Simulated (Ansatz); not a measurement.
# Relaxing a frame of liquid dimethylformamide from 298 K (120 atoms), part 2 of 2

Wanted: the relaxed structure of a frame of liquid dimethylformamide from 298 K (120 atoms) and its electronic structure.

Ansatz 0.2.0; Kohn-Sham DFT, PBEsol, PAW (set soft_2), plane waves.

The cell: 30 C, 10 N, 10 O and 70 H. The network of contacts between molecules at the start is that of the classical potential that made the cell. The functional has no dispersion term. Sampling is at Γ alone, for a cell whose shortest periodic width is 11 Å.

So far, density (g/cm³): step 4 (local order after relaxation) 0.945.

## Step 5: Single point at the relaxed geometry

The electronic structure is read at the final geometry, in a run of its own.

Contents of input.yaml:

```yaml
crystal:
  lattice:
    - [10.87167, 0.0, 0.0]
    - [0.0, 10.87167, 0.0]
    - [0.0, 0.0, 10.87167]
  atoms:
    - { symbol: C, position: [0.24127, 0.51449, 0.10415] }
    - { symbol: "N", position: [0.3226, 0.49665, 0.20758] }
    - { symbol: C, position: [0.3458, 0.3717, 0.24623] }
    - { symbol: C, position: [0.37585, 0.59289, 0.2649] }
    - { symbol: O, position: [0.44665, 0.58481, 0.3535] }
    - { symbol: H, position: [0.28159, 0.47551, 0.01934] }
    - { symbol: H, position: [0.15261, 0.46798, 0.12106] }
    - { symbol: H, position: [0.22654, 0.61359, 0.0899] }
    - { symbol: H, position: [0.40516, 0.32341, 0.17924] }
    - { symbol: H, position: [0.39268, 0.37303, 0.33583] }
    - { symbol: H, position: [0.25781, 0.3217, 0.2528] }
    - { symbol: H, position: [0.34787, 0.68287, 0.22434] }
    - { symbol: C, position: [0.49346, 0.96117, 0.32475] }
    - { symbol: "N", position: [0.55072, 0.01845, 0.21935] }
    - { symbol: C, position: [0.56234, 0.94565, 0.10891] }
    - { symbol: C, position: [0.5904, 0.13537, 0.22385] }
    - { symbol: O, position: [0.63978, 0.19187, 0.13796] }
    - { symbol: H, position: [0.54695, 0.88017, 0.35481] }
    - { symbol: H, position: [0.48938, 0.02827, 0.40052] }
    - { symbol: H, position: [0.4001, 0.9299, 0.30021] }
    - { symbol: H, position: [0.5923, 0.00618, 0.03378] }
    - { symbol: H, position: [0.63125, 0.87186, 0.11976] }
    - { symbol: H, position: [0.47257, 0.90375, 0.08703] }
    - { symbol: H, position: [0.57363, 0.17818, 0.31546] }
    - { symbol: C, position: [0.53059, 0.48521, 0.90118] }
    - { symbol: "N", position: [0.64177, 0.54498, 0.9413] }
    - { symbol: C, position: [0.74682, 0.46847, 0.96864] }
    - { symbol: C, position: [0.64785, 0.66847, 0.95179] }
    - { symbol: O, position: [0.73976, 0.72683, 0.98363] }
    - { symbol: H, position: [0.54751, 0.4312, 0.81665] }
    - { symbol: H, position: [0.49667, 0.42138, 0.97263] }
    - { symbol: H, position: [0.46025, 0.55566, 0.88159] }
    - { symbol: H, position: [0.71939, 0.39386, 0.0319] }
    - { symbol: H, position: [0.78428, 0.42724, 0.88341] }
    - { symbol: H, position: [0.81763, 0.52646, 0.01176] }
    - { symbol: H, position: [0.55876, 0.71349, 0.92761] }
    - { symbol: C, position: [0.01498, 0.83817, 0.93082] }
    - { symbol: "N", position: [0.0745, 0.82764, 0.04898] }
    - { symbol: C, position: [0.00443, 0.77408, 0.14842] }
    - { symbol: C, position: [0.19107, 0.86558, 0.06604] }
    - { symbol: O, position: [0.24921, 0.85828, 0.16339] }
    - { symbol: H, position: [0.99594, 0.74643, 0.89178] }
    - { symbol: H, position: [0.92549, 0.88475, 0.94098] }
    - { symbol: H, position: [0.07382, 0.89068, 0.86718] }
    - { symbol: H, position: [0.92453, 0.83185, 0.17178] }
    - { symbol: H, position: [0.96896, 0.68309, 0.12121] }
    - { symbol: H, position: [0.06406, 0.76569, 0.22944] }
    - { symbol: H, position: [0.23214, 0.90444, 0.98048] }
    - { symbol: C, position: [0.61776, 0.65266, 0.59408] }
    - { symbol: "N", position: [0.73852, 0.70246, 0.57031] }
    - { symbol: C, position: [0.82729, 0.70082, 0.66933] }
    - { symbol: C, position: [0.76983, 0.74528, 0.45809] }
    - { symbol: O, position: [0.8712, 0.78716, 0.42947] }
    - { symbol: H, position: [0.62523, 0.55612, 0.62516] }
    - { symbol: H, position: [0.56989, 0.70501, 0.66694] }
    - { symbol: H, position: [0.56206, 0.65418, 0.5093] }
    - { symbol: H, position: [0.91032, 0.74905, 0.63767] }
    - { symbol: H, position: [0.78995, 0.7467, 0.75192] }
    - { symbol: H, position: [0.85085, 0.60497, 0.69428] }
    - { symbol: H, position: [0.69177, 0.73831, 0.39146] }
    - { symbol: C, position: [0.40932, 0.06447, 0.81644] }
    - { symbol: "N", position: [0.48392, 0.09383, 0.7103] }
    - { symbol: C, position: [0.60624, 0.04238, 0.70466] }
    - { symbol: C, position: [0.44366, 0.17166, 0.62268] }
    - { symbol: O, position: [0.50376, 0.2059, 0.53242] }
    - { symbol: H, position: [0.40854, 0.96383, 0.83112] }
    - { symbol: H, position: [0.44624, 0.10916, 0.90001] }
    - { symbol: H, position: [0.31432, 0.09542, 0.79982] }
    - { symbol: H, position: [0.6623, 0.07467, 0.78296] }
    - { symbol: H, position: [0.60154, 0.94097, 0.70843] }
    - { symbol: H, position: [0.6494, 0.07171, 0.61806] }
    - { symbol: H, position: [0.34694, 0.20139, 0.63947] }
    - { symbol: C, position: [0.16992, 0.72945, 0.53129] }
    - { symbol: "N", position: [0.25557, 0.692, 0.62567] }
    - { symbol: C, position: [0.29656, 0.5657, 0.6244] }
    - { symbol: C, position: [0.29771, 0.77284, 0.70943] }
    - { symbol: O, position: [0.37277, 0.74957, 0.79193] }
    - { symbol: H, position: [0.14276, 0.82565, 0.54673] }
    [... 36 atom lines left out ...]
    - { symbol: H, position: [0.77468, 0.15851, 0.97298] }
    - { symbol: H, position: [0.83086, 0.22683, 0.83193] }
    - { symbol: H, position: [0.04259, 0.32821, 0.84298] }
    - { symbol: H, position: [0.13415, 0.28824, 0.9758] }
    - { symbol: H, position: [0.09898, 0.17507, 0.859] }
    - { symbol: H, position: [0.85561, 0.21428, 0.13786] }
kpoints:
  mp_grid: { grid: [1, 1, 1] }
hamiltonian:
  xc: pbesol
scf:
  occupations: { method: fermi_dirac, width: 0.05 }
output:
  forces: true
  stress: true
  populations: true
  dos:
    method: { smearing: { sigma: 0.15 } }
    de: 0.1
    projected: { site_lists: { C: [C], H: [H], "N": ["N"], O: [O] } }
  eigenvalues: true
  write_density: true
  write_potential: true
  volumetric_format: npy
  elf: true
```

Command:

```console
$ ansatz run input.yaml --threads 4 --pin off --max-ram 8192MiB --backend cpu --events-out ev --progress --plain --runs-dir out
```

Elapsed: 14 s, on 4 threads of Arm Neoverse V1, shared host; peak memory 1.4 GiB; 52 s of CPU time.

The program notes that the exchange-correlation potential is rough where the density is thin.

The run gave:

```
free energy                                      : -17900.0972 eV
free energy per atom                             : -149.1675 eV/atom
SCF cycles                                       : 10
pressure                                         : -0.06006 GPa
r.m.s. force component                           : 0.01135 eV/Å
longest force                                    : 0.05472 eV/Å
Fermi energy                                     : 1.262 eV
gap (highest filled to lowest empty level) : 4.534 eV
spilling of the projection                       : 0.01335
```

Löwdin charges by element and coordination (they lack the spilled electrons, 0.033 e an atom on average):

```tsv
element	coordination	atoms	mean charge (e)	spread	least	most
C	all	30	-0.151	0.307	-0.383	0.289
C	3	10	0.282	0.0051	0.270	0.289
C	4	20	-0.368	0.0089	-0.383	-0.350
H	all	70	0.196	0.0194	0.144	0.221
N	all	10	-0.05	0.0048	-0.0573	-0.0422
O	all	10	-0.466	0.0058	-0.476	-0.456
```

Density of states as counts of states in windows of 1 eV (from the Fermi level), total and the larger projections:

```tsv
from (eV)	to (eV)	total	C p	H s	O p	N p
-10	-9	19.2	9.2	3.9	1.3	3.4
-9	-8	33.2	13.7	5.2	4.3	7.3
-8	-7	9.6	3.6	1.5	1.8	1.7
-7	-6	56.5	27.8	14.7	9.1	2.8
-6	-5	41.5	21.5	9.8	7.7	1.5
-5	-4	0.0	0.0	0.0	0.0	0.0
-4	-3	1.9	0.1	0.2	1.3	0.2
-3	-2	38.0	2.1	4.7	20.4	9.8
-2	2	0.0	0.0	0.0	0.0	0.0
2	3	22.0	9.8	2.4	3.9	2.7
3	4	13.9	2.1	3.9	0.2	0.4
4	5	26.1	4.3	7.2	0.3	0.6
```

Between -23 and -10 eV lie 100 more states.

The levels nearest the highest filled one (over half full), pooled over k-points and spins:

```tsv
level less the highest filled one (eV)	occupation
-0.216	2
-0.200	2
-0.161	2
-0.059	2
-0.0396	2
0	2
4.53	0
4.61	0
4.63	0
4.70	0
4.75	0
4.78	0
```

Valence density in the ac plane at fractional y = 0.064, with atoms of C and H and N and O within 0.2 Å of it. It is the smooth field of the valence electrons, not physical close to the nuclei.

Values in e/Å³, 13 rows by 16 columns, each cell a mean:
```
0.0 0.0 0.0 0.0 0.0 0.0 0.1 0.2 0.0 0.0 0.0 0.0 0.1 0.2 0.2 0.0
0.0 0.0 0.0 0.0 0.1 0.3 1.0 0.8 0.1 0.0 0.1 0.0 0.1 0.4 0.7 0.1
0.0 0.1 0.1 0.1 0.3 1.1 1.6 1.2 0.4 0.4 1.0 0.3 0.0 0.1 0.1 0.0
0.1 0.9 2.7 0.6 0.1 0.2 0.6 2.3 2.0 1.5 1.4 0.3 0.0 0.0 0.0 0.1
1.2 2.3 4.2 1.0 0.1 0.0 0.2 0.8 0.7 0.9 1.4 0.3 0.0 0.0 0.1 0.6
1.4 1.5 0.4 0.1 0.1 0.0 0.1 0.1 0.1 0.1 0.3 0.1 0.0 0.0 0.1 0.3
2.5 2.6 0.8 0.8 0.4 0.0 0.0 0.0 0.0 0.0 0.0 0.0 0.0 0.1 0.4 0.6
1.1 1.2 1.6 1.3 0.3 0.0 0.0 0.3 0.3 0.0 0.0 0.0 0.0 0.2 1.1 1.5
0.1 0.1 0.6 0.5 0.1 0.0 0.0 0.2 0.3 0.1 0.0 0.0 0.0 0.1 0.5 0.6
0.0 0.0 0.0 0.0 0.0 0.0 0.0 0.2 1.0 1.2 0.3 0.0 0.0 0.0 0.0 0.0
0.0 0.0 0.0 0.0 0.0 0.0 0.0 0.2 1.1 1.3 0.3 0.0 0.0 0.0 0.0 0.0
0.0 0.0 0.0 0.0 0.0 0.0 0.0 0.0 0.1 0.2 0.1 0.0 0.0 0.0 0.0 0.0
0.0 0.0 0.0 0.0 0.0 0.0 0.0 0.0 0.1 0.2 0.1 0.0 0.0 0.0 0.0 0.0
```
Columns run along a (10.9 Å), rows up along c (10.9 Å). Atoms in or near the plane, at fractional coordinates: C at (0.41, 0.82), H at (0.66, 0.78), H at (0.65, 0.62), N at (0.06, 0.48), C at (0.17, 0.41), C at (0.06, 0.61), O at (0.14, 0.67), H at (0.88, 0.88).

ELF in the ac plane at fractional y = 0.064, with atoms of C and H and N and O within 0.2 Å of it. It is the smooth field of the valence electrons, not physical close to the nuclei.

Values in units of 1e-1, 13 rows by 16 columns, each cell a mean:
```
0.1 0.1 0.0 0.0 0.1 0.7 5.2 6.1 1.5 1.7 0.7 0.5 3.2 5.1 5.5 1.3
0.1 0.4 0.2 0.2 4.1 5.2 6.2 8.4 3.4 0.8 3.9 1.6 1.7 8.8 9.9 5.3
0.2 1.6 2.8 0.9 7.2 9.3 3.8 5.8 2.7 5.0 9.8 8.4 0.9 4.2 5.8 1.8
1.9 6.2 8.1 5.9 1.6 3.5 4.8 7.1 7.2 5.1 7.4 6.2 0.9 0.1 2.1 4.3
6.6 6.3 6.4 7.8 1.7 0.3 4.0 7.2 4.9 6.5 9.5 7.7 1.1 0.5 7.6 9.7
5.8 5.5 2.7 2.4 1.7 0.3 1.5 1.6 0.4 3.4 8.6 6.7 0.4 1.3 1.7 3.8
5.9 5.6 4.9 8.3 9.3 2.4 0.2 0.9 0.8 0.2 0.7 0.3 1.7 7.6 6.6 4.4
5.7 5.8 4.2 6.3 6.0 1.1 2.3 8.3 7.5 1.3 0.1 0.0 0.9 4.5 7.1 5.3
1.9 1.7 6.3 6.4 1.9 0.1 1.7 5.2 3.6 0.9 0.8 0.2 0.1 2.7 6.9 6.5
0.3 0.3 1.5 1.5 0.3 0.0 0.4 2.9 5.3 6.5 5.1 1.2 0.0 0.3 1.3 1.4
0.0 0.0 0.0 0.0 0.0 0.0 0.5 5.2 7.2 5.8 2.7 0.6 0.1 0.1 0.1 0.0
0.1 0.0 0.0 0.0 0.0 0.0 0.1 0.6 1.5 1.5 0.6 0.4 0.1 0.1 0.1 0.2
0.1 0.0 0.0 0.1 0.0 0.0 0.2 0.2 2.7 6.6 2.5 0.2 1.4 1.0 0.2 0.3
```
Columns run along a (10.9 Å), rows up along c (10.9 Å). Atoms in or near the plane, at fractional coordinates: C at (0.41, 0.82), H at (0.66, 0.78), H at (0.65, 0.62), N at (0.06, 0.48), C at (0.17, 0.41), C at (0.06, 0.61), O at (0.14, 0.67), H at (0.88, 0.88).

Mean Löwdin charges: C -0.15, H +0.20, N -0.05, O -0.47 e (they miss 1.3 % of the electrons, so they add up to more than the cell's charge). The largest share in the top eV of filled states is O p (55 % of the projected weight), and in the lowest eV of empty states C p (48 % of the projected weight).

A closer look about N50, one of the 10 N atoms: 13 atoms, nearest first, numbered in the order of the input, with positions taken from that point.

```tsv
atom	x	y	z	distance (Å)	bonds	Löwdin charge (e)
N50	0.00	0.00	0.00	0.00	3	-0.06
C52	0.34	0.47	-1.22	1.35	3	0.29
C49	-1.31	-0.54	0.26	1.44	4	-0.36
C51	0.97	-0.02	1.08	1.45	4	-0.38
H60	-0.51	0.39	-1.94	2.05	1	0.14
H57	1.87	0.51	0.73	2.07	1	0.21
H56	-1.92	-0.52	-0.66	2.10	1	0.22
H54	-1.23	-1.59	0.60	2.10	1	0.18
H59	1.22	-1.06	1.35	2.11	1	0.20
H58	0.56	0.48	1.97	2.11	1	0.20
H55	-1.83	0.03	1.05	2.11	1	0.19
O53	1.44	0.92	-1.53	2.30	1	-0.46
H105	2.03	-1.74	-1.74	3.19	1	0.20
```

The column of bonds counts only the pairs H-C within 1.34 Å, C-N within 1.79 Å, C-O within 1.62 Å; other neighbours, such as metal atoms beside each other in a compound, aren't counted, and periodic images can show an atom twice.

## Step 6: What came out

| Property | Result |
| --- | --- |
| energy change in the relaxation | -45.52 meV/atom |
| r.m.s. displacement | 1.051 Å |
| largest displacement | 2.35 Å |
| free energy per atom | -149.1675 eV/atom |
| pressure | -0.06006 GPa |
| r.m.s. force component | 0.01135 eV/Å |
| gap (highest filled to lowest empty level) | 4.534 eV |
| wall time of the 3 DFT runs | 3.8 min |

What this shows: Relaxation lowers the energy by 45.5 meV/atom and moves atoms by 1.1 Å r.m.s.; the r.m.s. force component goes from 0.88 to 0.011 eV/Å, the pressure goes from 0.81 to -0.060 GPa, and the gap from 4.13 to 4.53 eV. By the final cutoffs no bond was broken or made. From the first step to the last the energy fell by 5.463 eV, and the largest move was 2.35 Å (H66). The C-N bonds go from 1.426 Å (spread 0.054) to 1.412 Å (spread 0.046). Counting bonds as in the table, 67 % of C atoms have 4, all H atoms have 1, all N atoms have 3 and all O atoms have 1 bonded neighbour. The highest filled and lowest empty levels differ by 4.53 eV (at Γ alone); a semilocal functional tends to put such gaps too low. In a disordered cell it changes from sample to sample and from frame to frame.

Caveats: The network of contacts between molecules at the start is that of the classical potential that made the cell; in DFT atoms moved by 1.1 Å r.m.s.

[Logs are printed without paths, hosts, clocks, repeated set-up lines and the standing remarks that a program may print on its own settings, such as how far it seeks lower states.]

[Hosts, paths, dates, database ids (printed as entryN), source tags and the programs' standing remarks are cut or masked in the printed files.]
